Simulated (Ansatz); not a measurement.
# Dielectric response of NaCl (110) films, part 2 of 3

Aim: the electronic and static ε of rocksalt NaCl (110) from films of three thicknesses in a field.

Ansatz 0.2.0; plane-wave DFT, PBE, Ansatz PAW (the session's first sound run).

So far. Step 13 (Single point, 16 atoms, units 8, field -0.05 V/Å): The dipole is -0.0630 e·Å, and the gap on the mesh 4.087 eV.

## (14) Response with the atoms held, 16 atoms, units 8

This step: plane-wave DFT, PBE, Ansatz PAW; response to a field along the normal, atoms held (Ansatz 0.2.0).

Local field over the applied field, running mean. From the potentials at -0.05 and 0.05 V/Å; running mean over 1.994 Å, taken twice. Local field over applied field against z:

z (Å), local field over applied field and a bar from the least value:
```
      4.0      1.000 ##############################
      4.5      0.998 ##############################
      5.0      0.995 ##############################
      5.5      0.987 #############################
      6.0      0.966 ############################
      6.5      0.921 ##########################
      7.0      0.843 ######################
      7.5      0.736 #################
      8.0      0.613 ###########
      8.5      0.502 ######
      9.0      0.423 ##
      9.5      0.384 
     10.0      0.377 
     10.5      0.386 
     11.0      0.397 #
     11.5      0.403 #
     12.0      0.404 #
     12.5      0.403 #
     13.0      0.401 #
     13.5      0.401 #
     14.0      0.401 #
     14.5      0.401 #
     15.0      0.401 #
     15.5      0.400 #
     16.0      0.400 #
     16.5      0.400 #
     17.0      0.401 #
     17.5      0.401 #
     18.0      0.401 #
     18.5      0.401 #
     19.0      0.401 #
     19.5      0.403 #
     20.0      0.404 #
     20.5      0.403 #
     21.0      0.396 #
     21.5      0.385 
     22.0      0.377 
     22.5      0.386 
     23.0      0.428 ##
     23.5      0.510 ######
     24.0      0.623 ############
     24.5      0.745 ##################
     25.0      0.851 #######################
     25.5      0.926 ##########################
     26.0      0.968 ############################
     26.5      0.988 #############################
     27.0      0.996 ##############################
     27.5      0.999 ##############################
```

The induced dipole is that of a conductor 10.13 Å thick.

## (15) Relaxation, 24 atoms, units 12

This step: plane-wave DFT, PBE, Ansatz PAW (Ansatz 0.2.0).

System of this step: NaCl (110), 12 units. The cell holds 24 atoms: 12 Na and 12 Cl. Its edges and angles: a = 3.988 Å, b = 5.640 Å, c = 39.934 Å, α = 90.0°, β = 90.0°, γ = 90.0°. It derives from NaCl (rocksalt NaCl). Vacuum lies along c.

Input file input.yaml:

```yaml
crystal:
  lattice:
    - [3.98808225, 0.0, 0.0]
    - [0.0, 5.64, 0.0]
    - [0.0, 0.0, 39.9344523524]
  atoms:
    - { symbol: Na, position: [0.5, 0.5, 0.2253693107] }
    - { symbol: Cl, position: [0.5, 0.0, 0.2253693107] }
    - { symbol: Na, position: [0.0, 0.0, 0.2753021633] }
    - { symbol: Cl, position: [0.0, 0.5, 0.2753021633] }
    - { symbol: Na, position: [0.5, 0.5, 0.3252350159] }
    - { symbol: Cl, position: [0.5, 0.0, 0.3252350159] }
    - { symbol: Na, position: [0.0, 0.0, 0.3751678685] }
    - { symbol: Cl, position: [0.0, 0.5, 0.3751678685] }
    - { symbol: Na, position: [0.5, 0.5, 0.4251007211] }
    - { symbol: Cl, position: [0.5, 0.0, 0.4251007211] }
    - { symbol: Na, position: [0.0, 0.0, 0.4750335737] }
    - { symbol: Cl, position: [0.0, 0.5, 0.4750335737] }
    - { symbol: Na, position: [0.5, 0.5, 0.5249664263] }
    - { symbol: Cl, position: [0.5, 0.0, 0.5249664263] }
    - { symbol: Na, position: [0.0, 0.0, 0.5748992789] }
    - { symbol: Cl, position: [0.0, 0.5, 0.5748992789] }
    - { symbol: Na, position: [0.5, 0.5, 0.6248321315] }
    - { symbol: Cl, position: [0.5, 0.0, 0.6248321315] }
    - { symbol: Na, position: [0.0, 0.0, 0.6747649841] }
    - { symbol: Cl, position: [0.0, 0.5, 0.6747649841] }
    - { symbol: Na, position: [0.5, 0.5, 0.7246978367] }
    - { symbol: Cl, position: [0.5, 0.0, 0.7246978367] }
    - { symbol: Na, position: [0.0, 0.0, 0.7746306893] }
    - { symbol: Cl, position: [0.0, 0.5, 0.7746306893] }
kpoints:
  mp_grid: { grid: [8, 6, 1] }
hamiltonian:
  xc: pbe
scf:
  occupations: { method: fixed }
  convergence: { dr2_threshold: 1.0e-09 }
efield:
  axis: 3
  dipole_correction: true
  ramp_position: 0.97
  ramp_width: 0.06
relax:
  f_tol: 0.003
  max_steps: 100
output:
  write_potential: true
  write_density: true
  volumetric_format: npy
```

Command:

```bash
> ansatz run input.yaml --threads 8 --pin off --max-ram 12288MiB --backend cpu --events-out ev --progress --plain --runs-dir out
```

Elapsed: 2 min, on 8 threads of Arm Neoverse V2, shared host; peak memory 4.3 GiB; 16 min of CPU time.

The steps of the relaxation:

```csv
step,energy less that of the first step (eV),largest force component (eV/Å)
1,0.0000,0.3145
2,-0.0725,0.1256
3,-0.0878,0.0251
4,-0.0885,0.0044
5,-0.0885,0.0015
```

The run keeps the 4 symmetry operations that the program found, so distortions that break them were not tested.

The atoms that moved most (Å):

```csv
atom,dx,dy,dz,length
Na21,0.000,0.000,0.257,0.257
Na3,0.000,0.000,-0.257,0.257
Cl24,0.000,0.000,0.193,0.193
Cl2,0.000,0.000,-0.193,0.193
Cl22,0.000,0.000,0.139,0.139
Cl4,0.000,0.000,-0.139,0.139
Cl20,0.000,0.000,0.132,0.132
Cl6,0.000,0.000,-0.132,0.132
```

Running mean over 1.994 Å of the planar mean; the ramp of the sawtooth is left out. Electron's electrostatic potential energy less the highest filled level against z:

```csv
z (Å),electron's electrostatic potential energy less the highest filled level (eV)
4,6.26
5,6.26
6,6.24
7,5.95
8,2.84
9,0.499
10,0.0354
11,0.481
12,0.849
13,0.517
14,0.529
15,0.485
16,0.652
17,0.502
18,0.603
19,0.494
20,0.630
21,0.492
22,0.604
23,0.503
24,0.654
25,0.480
26,0.531
27,0.522
28,0.866
29,0.458
30,0.0172
31,0.539
32,3.14
33,6.01
34,6.25
35,6.26
36,6.26
```

The relaxation took 5 steps and lowered the energy by 0.088 eV; the largest force on the free atoms ends at 0.0015 eV/Å.

The gap is 4.35 eV, with the valence edge 6.26 eV and the conduction edge 1.91 eV under the upper vacuum level.

## (16) The series together

Times are for 8 threads of Arm Neoverse V2, shared host. The series side by side:

```csv
no.,units,gap by band count (eV),"ionisation energy, upper face (eV)","electron affinity, upper face (eV)",time,memory (GiB)
1,5,4.249,6.219,1.970,23 s,1.5
2,8,4.325,6.265,1.940,53 s,2.5
3,12,4.350,6.260,1.910,2 min,4.3
```

The valence density, planar mean (5) oscillates, so the rows of the table below give means over 1.95 Å (shorter at the two ends). Its distinct maxima (Å: e/Å³): 9.1: 0.720, 10.8: 0.715, 13.0: 0.721, 15.2: 0.715, 16.9: 0.720. Distinct minima: 10.0: 0.124, 12.0: 0.110, 14.0: 0.110, 16.0: 0.124.

The runs together. The valence density, planar mean by z; means over each step:

```csv
z (Å),5 (e/Å³),8 (e/Å³),12 (e/Å³)
4.87,2.0e-5,2.3e-5,2.8e-5
6.82,0.00596,0.00724,0.00887
8.77,0.343,0.345,0.349
10.72,0.363,0.363,0.362
12.67,0.356,0.357,0.358
14.62,0.354,0.358,0.358
16.57,0.363,0.356,0.357
18.52,0.0384,0.355,0.355
20.47,1.2e-4,0.336,0.352
22.42,0,0.379,0.353
24.38,0,0.0618,0.343
```

## (17) Single point on the relaxed film, 24 atoms, units 12

Input file input.yaml:

```yaml
crystal:
  lattice:
    - [3.98808225, 0.0, 0.0]
    - [0.0, 5.64, 0.0]
    - [0.0, 0.0, 39.9344523524]
  atoms:
    - { symbol: Na, position: [0.5, 0.5, 0.2257018141] }
    - { symbol: Cl, position: [0.5, 0.0, 0.2205334308] }
    - { symbol: Na, position: [0.0, 0.0, 0.2688662115] }
    - { symbol: Cl, position: [0.0, 0.5, 0.271829956] }
    - { symbol: Na, position: [0.5, 0.5, 0.3233649111] }
    - { symbol: Cl, position: [0.5, 0.0, 0.3219261041] }
    - { symbol: Na, position: [0.0, 0.0, 0.3725286908] }
    - { symbol: Cl, position: [0.0, 0.5, 0.3733198034] }
    - { symbol: Na, position: [0.5, 0.5, 0.4241170357] }
    - { symbol: Cl, position: [0.5, 0.0, 0.4236762067] }
    - { symbol: Na, position: [0.0, 0.0, 0.4744325115] }
    - { symbol: Cl, position: [0.0, 0.5, 0.4747326271] }
    - { symbol: Na, position: [0.5, 0.5, 0.5255674805] }
    - { symbol: Cl, position: [0.5, 0.0, 0.525267373] }
    - { symbol: Na, position: [0.0, 0.0, 0.5758829585] }
    - { symbol: Cl, position: [0.0, 0.5, 0.576323794] }
    - { symbol: Na, position: [0.5, 0.5, 0.6274713075] }
    - { symbol: Cl, position: [0.5, 0.0, 0.626680197] }
    - { symbol: Na, position: [0.0, 0.0, 0.6766350901] }
    - { symbol: Cl, position: [0.0, 0.5, 0.6780738976] }
    - { symbol: Na, position: [0.5, 0.5, 0.7311337918] }
    - { symbol: Cl, position: [0.5, 0.0, 0.7281700465] }
    - { symbol: Na, position: [0.0, 0.0, 0.774298188] }
    - { symbol: Cl, position: [0.0, 0.5, 0.7794665728] }
kpoints:
  mp_grid: { grid: [8, 6, 1] }
hamiltonian:
  xc: pbe
scf:
  occupations: { method: fixed }
  convergence: { dr2_threshold: 1.0e-09 }
efield:
  axis: 3
  dipole_correction: true
  ramp_position: 0.97
  ramp_width: 0.06
output:
  eigenvalues: true
  dos: { projected: true, e_range: [-7, 7] }
  write_potential: true
  write_density: true
  volumetric_format: npy
checkpoint:
  write: end12.run
  compress: false
  write_wavefunctions: false
```

Elapsed: 44 s, on 8 threads; peak memory 4.7 GiB.

Running mean over 1.994 Å of the planar mean; the ramp of the sawtooth is left out. Electron's electrostatic potential energy less the highest filled level against z:

z (Å), electron's electrostatic potential energy less the highest filled level (eV) and a bar:
```
        4       6.26 ##############################
        6       6.24 ##############################
        8       2.84 ##############
       10       0.04 
       12       0.85 ####
       14       0.53 ##
       16       0.65 ###
       18       0.60 ###
       20       0.63 ###
       22       0.60 ###
       24       0.65 ###
       26       0.53 ##
       28       0.87 ####
       30       0.02 
       32       3.14 ###############
       34       6.25 ##############################
       36       6.26 ##############################
```

The gap is 4.35 eV, with the valence edge 6.26 eV and the conduction edge 1.91 eV under the upper vacuum level.

## (18) Atoms held, 24 atoms, units 12, field 0.05 V/Å

input.yaml, as its differences from that of step 17:

```diff
@@ -36,3 +36,3 @@
   occupations: { method: fixed }
-  convergence: { dr2_threshold: 1.0e-09 }
+  convergence: { dr2_threshold: 1.0e-10 }
 efield:
@@ -42,5 +42,4 @@
   ramp_width: 0.06
+  amplitude: 0.05
 output:
-  eigenvalues: true
-  dos: { projected: true, e_range: [-7, 7] }
   write_potential: true
@@ -48,5 +47 @@
   volumetric_format: npy
-checkpoint:
-  write: end12.run
-  compress: false
-  write_wavefunctions: false
```

Elapsed: 45 s, on 8 threads; peak memory 4.7 GiB.

The dipole is 0.0932 e·Å, and the gap on the mesh 3.926 eV.

## (19) Atoms held, 24 atoms, units 12, field -0.05 V/Å

input.yaml, as its differences from that of step 18:

```diff
@@ -42,3 +42,3 @@
   ramp_width: 0.06
-  amplitude: 0.05
+  amplitude: -0.05
 output:
```

It took 46 s on 8 threads; peak memory 4.7 GiB; 6.1 min of CPU time.

The dipole is -0.0932 e·Å, and the gap on the mesh 3.926 eV.

## (20) Response with the atoms held, 24 atoms, units 12

This step: plane-wave DFT, PBE, Ansatz PAW; response to a field along the normal, atoms held (Ansatz 0.2.0).

Local field over the applied field, running mean. From the potentials at -0.05 and 0.05 V/Å; running mean over 1.994 Å, taken twice. Table of local field over applied field by z:

z (Å), local field over applied field and a bar from the least value:
```
        4      0.999 ##############################
        6      0.961 ############################
        8      0.597 ###########
       10      0.378 
       12      0.404 #
       14      0.401 #
       16      0.400 #
       18      0.402 #
       20      0.400 #
       22      0.402 #
       24      0.400 #
       26      0.401 #
       28      0.404 #
       30      0.377 
       32      0.612 ###########
       34      0.966 ############################
```

The induced dipole is that of a conductor 14.99 Å thick.

## (21) Field on, atoms free, 24 atoms, units 12, field 0.05 V/Å

This step: plane-wave DFT, PBE, Ansatz PAW (Ansatz 0.2.0).

The same pair of relaxations in the field for this thickness.

input.yaml, as its differences from that of step 19:

```diff
@@ -42,3 +42,6 @@
   ramp_width: 0.06
-  amplitude: -0.05
+  amplitude: 0.05
+relax:
+  f_tol: 0.0006
+  max_steps: 70
 output:
```

It took 99 s on 8 threads; peak memory 4.3 GiB; 13 min of CPU time.

Step by step:

```csv
step,energy less that of the first step (eV),largest force component (eV/Å)
1,0.0000,0.0234
2,-0.0010,0.0038
3,-0.0010,0.0007
4,-0.0010,0.0003
```

The run keeps the 4 symmetry operations that the program found, so distortions that break them were not tested.

The relaxed structure:

```xyz
24
Lattice="3.9881 0.0000 0.0000 0.0000 5.6400 0.0000 0.0000 0.0000 39.9345" Properties=species:S:1:pos:R:3
Na    1.9940    2.8200    9.0191
Cl    1.9940    0.0000    8.7991
Na    0.0000    0.0000   10.7375
Cl    0.0000    2.8200   10.8544
Na    1.9940    2.8200   12.9173
Cl    1.9940    0.0000   12.8500
Na    0.0000    0.0000   14.8788
Cl    0.0000    2.8200   14.9048
Na    1.9940    2.8200   16.9405
Cl    1.9940    0.0000   16.9147
Na    0.0000    0.0000   18.9492
Cl    0.0000    2.8200   18.9550
Na    1.9940    2.8200   20.9921
Cl    1.9940    0.0000   20.9728
Na    0.0000    0.0000   23.0019
Cl    0.0000    2.8200   23.0119
Na    1.9940    2.8200   25.0610
Cl    1.9940    0.0000   25.0245
Na    0.0000    0.0000   27.0271
Cl    0.0000    2.8200   27.0743
Na    1.9940    2.8200   29.1990
Cl    1.9940    0.0000   29.0787
Na    0.0000    0.0000   30.9284
Cl    0.0000    2.8200   31.1215
```

The relaxation took 4 steps and lowered the energy by 0.0010 eV; the largest force on the free atoms ends at 3.0e-4 eV/Å.

The dipole is 0.134 e·Å, and the gap on the mesh 4.199 eV.

## (22) Relaxing in the field, 24 atoms, units 12, field -0.05 V/Å

input.yaml, as its differences from that of step 21:

```diff
@@ -42,3 +42,3 @@
   ramp_width: 0.06
-  amplitude: 0.05
+  amplitude: -0.05
 relax:
```

Run time: 98 s. Hardware: 8 threads; peak memory 4.3 GiB; 13 min of CPU time.

Relaxation path:

```csv
step,energy less that of the first step (eV),largest force component (eV/Å)
1,0.0000,0.0234
2,-0.0010,0.0038
3,-0.0010,0.0007
4,-0.0010,0.0003
```

Forces are held to the 4 operations that the program found; a distortion that breaks them can't arise in this run.

Final coordinates:

```cif
data_structure
_symmetry_space_group_name_H-M 'P 1'
_symmetry_Int_Tables_number 1
_cell_length_a 3.9881
_cell_length_b 5.6400
_cell_length_c 39.9345
_cell_angle_alpha 90.000
_cell_angle_beta 90.000
_cell_angle_gamma 90.000
_cell_volume 898.24
loop_
_atom_site_label
_atom_site_type_symbol
_atom_site_fract_x
_atom_site_fract_y
_atom_site_fract_z
_atom_site_occupancy
Na1 Na 0.50000 0.50000 0.22552 1
Cl2 Cl 0.50000 0.00000 0.22069 1
Na3 Na 0.00000 0.00000 0.26883 1
Cl4 Cl 0.00000 0.50000 0.27184 1
Na5 Na 0.50000 0.50000 0.32321 1
Cl6 Cl 0.50000 0.00000 0.32203 1
Na7 Na 0.00000 0.00000 0.37245 1
Cl8 Cl 0.00000 0.50000 0.37336 1
Na9 Na 0.50000 0.50000 0.42401 1
Cl10 Cl 0.50000 0.00000 0.42376 1
Na11 Na 0.00000 0.00000 0.47434 1
Cl12 Cl 0.00000 0.50000 0.47482 1
Na13 Na 0.50000 0.50000 0.52549 1
Cl14 Cl 0.50000 0.00000 0.52535 1
Na15 Na 0.00000 0.00000 0.57579 1
Cl16 Cl 0.00000 0.50000 0.57644 1
Na17 Na 0.50000 0.50000 0.62742 1
Cl18 Cl 0.50000 0.00000 0.62677 1
Na19 Na 0.00000 0.00000 0.67654 1
Cl20 Cl 0.00000 0.50000 0.67822 1
Na21 Na 0.50000 0.50000 0.73112 1
Cl22 Cl 0.50000 0.00000 0.72820 1
Na23 Na 0.00000 0.00000 0.77415 1
Cl24 Cl 0.00000 0.50000 0.77966 1
```

The relaxation took 4 steps and lowered the energy by 0.0010 eV; the largest force on the free atoms ends at 3.0e-4 eV/Å.

The dipole is -0.134 e·Å, and the gap on the mesh 4.199 eV.

## (23) Response with the atoms relaxed, 24 atoms, units 12

This step: plane-wave DFT, PBE, Ansatz PAW; response to a field along the normal, atoms relaxed (Ansatz 0.2.0).

Numbers from this step:

| Item | Value |
| --- | --- |
| equivalent conductor thickness p/(ε₀AE) | 21.51 Å |
| inner field over outer field | 0.1624 |
| local ε in the middle | 6.158 |

Local field over the applied field, running mean. From the potentials at -0.05 and 0.05 V/Å; running mean over 1.994 Å, taken twice. Table of local field over applied field by z:

z (Å), local field over applied field and a bar:
```
        4      0.999 ##############################
        5      0.993 ##############################
        6      0.911 ###########################
        7      0.685 ####################
        8      0.402 ###########
        9      0.148 ###
       10      0.066 
       11      0.170 ###
       12      0.216 #####
       13      0.150 ###
       14      0.117 ##
       15      0.157 ###
       16      0.174 ###
       17      0.150 ###
       18      0.138 ##
       19      0.154 ###
       20      0.165 ###
       21      0.152 ###
       22      0.138 ##
       23      0.153 ###
       24      0.174 ###
       25      0.153 ###
       26      0.117 ##
       27      0.157 ###
       28      0.216 #####
       29      0.156 ###
       30      0.069 
       31      0.175 ###
       32      0.414 ###########
       33      0.698 ####################
       34      0.926 ############################
       35      0.994 ##############################
```

The induced dipole is that of a conductor 21.51 Å thick.

## (24) Electronic ε from the series

This step: plane-wave DFT, PBE, Ansatz PAW; permittivity from the thickness series, atoms held (Ansatz 0.2.0).

Each added layer adds t(1 − 1/ε) to the dipole term, so the slope against thickness gives ε without a choice of where the film ends.

This step gave:

* slope: 0.5981
* intercept of the fit: 1.637 Å
* ε of the interior: 2.488

The equivalent conductor thickness by distance between the outer atoms:

```csv
distance between the outer atoms (Å),equivalent conductor thickness (Å)
8.11,6.49
14.21,10.1
22.32,15.0
```

By hand, from the thinnest and the thickest film: slope = (14.990 − 6.492) / (22.321 − 8.111) = 0.598, so ε = 1/(1 − 0.598) = 2.49.

## (25) Static ε from the series

This step: plane-wave DFT, PBE, Ansatz PAW; permittivity from the thickness series, atoms relaxed (Ansatz 0.2.0).

The same fit for the relaxed films. The nearer its slope lies to 1, the more ε hangs on small errors.

This step gave:

* slope: 0.8367
* intercept of the fit: 2.834 Å
* ε of the interior: 6.125

Table of equivalent conductor thickness by distance between the outer atoms:

```csv
distance between the outer atoms (Å),equivalent conductor thickness (Å)
8.11,9.62
22.32,21.5
```

By hand, from the thinnest and the thickest film: slope = (21.511 − 9.620) / (22.322 − 8.111) = 0.837, so ε = 1/(1 − 0.837) = 6.13. One nm of such a film has the capacitance of 3.9/6.13 = 0.64 nm of SiO₂ (its equivalent oxide thickness).

## (26) The bulk crystal

This step: plane-wave DFT, PBE, Ansatz PAW (Ansatz 0.2.0).

System of this step: rocksalt NaCl. Symmetry: Fm-3m, No. 225, cubic system. Conventional cell: a = 5.640 Å, b = 5.640 Å, c = 5.640 Å, α = 90.00°, β = 90.00°, γ = 90.00°. Nearest to Na lie 6 Cl at 2.82 Å. Nearest to Cl lie 6 Na at 2.82 Å. Farther neighbours, and contacts between anions beyond the nearest, are not listed.

Band edges are better read in the bulk than in a thin slab, where confinement and surface states shift them. The bulk run gives them against its mean potential.

Input file input.yaml:

```yaml
crystal:
  lattice:
    - [0.0, 2.82, 2.82]
    - [2.82, 0.0, 2.82]
    - [2.82, 2.82, 0.0]
  atoms:
    - { symbol: Na, position: [0.0, 0.0, 0.0] }
    - { symbol: Cl, position: [0.5, 0.5, 0.5] }
kpoints:
  mp_grid: { grid: [10, 10, 10] }
  band_path: { path: [VBM, CBM], npoints: 1 }
hamiltonian:
  xc: pbe
scf:
  occupations: { method: fixed }
  convergence: { dr2_threshold: 1.0e-09 }
output:
  eigenvalues: true
checkpoint:
  write: bulk.run
  compress: false
  write_wavefunctions: false
```

It took 0.54 s on 8 threads; peak memory 0.3 GiB.

Numbers from this step:

```yaml
gap_on_the_k_mesh: 5.107 eV
gap_along_the_path: 5.107 eV
smallest_direct_gap_along_the_path: 5.107 eV
gap_the_smaller_of_path_and_mesh: 5.107 eV
```

The gap is 5.11 eV.

[end of part 2 of 3]

[Long decimals in the printed logs are rounded to 6 places.]

[Logs are printed without paths, hosts, clocks, repeated set-up lines and the standing remarks that a program may print on its own settings, such as how far it seeks lower states.]

[Hosts, paths, dates, database ids (printed as entryN), source tags and the programs' standing remarks are cut or masked in the printed files.]

[Maps of the electrostatic potential energy from Ansatz leave out the sawtooth potential of an applied field or a dipole correction, so their vacuum need not be flat; planar profiles and work functions include it.]
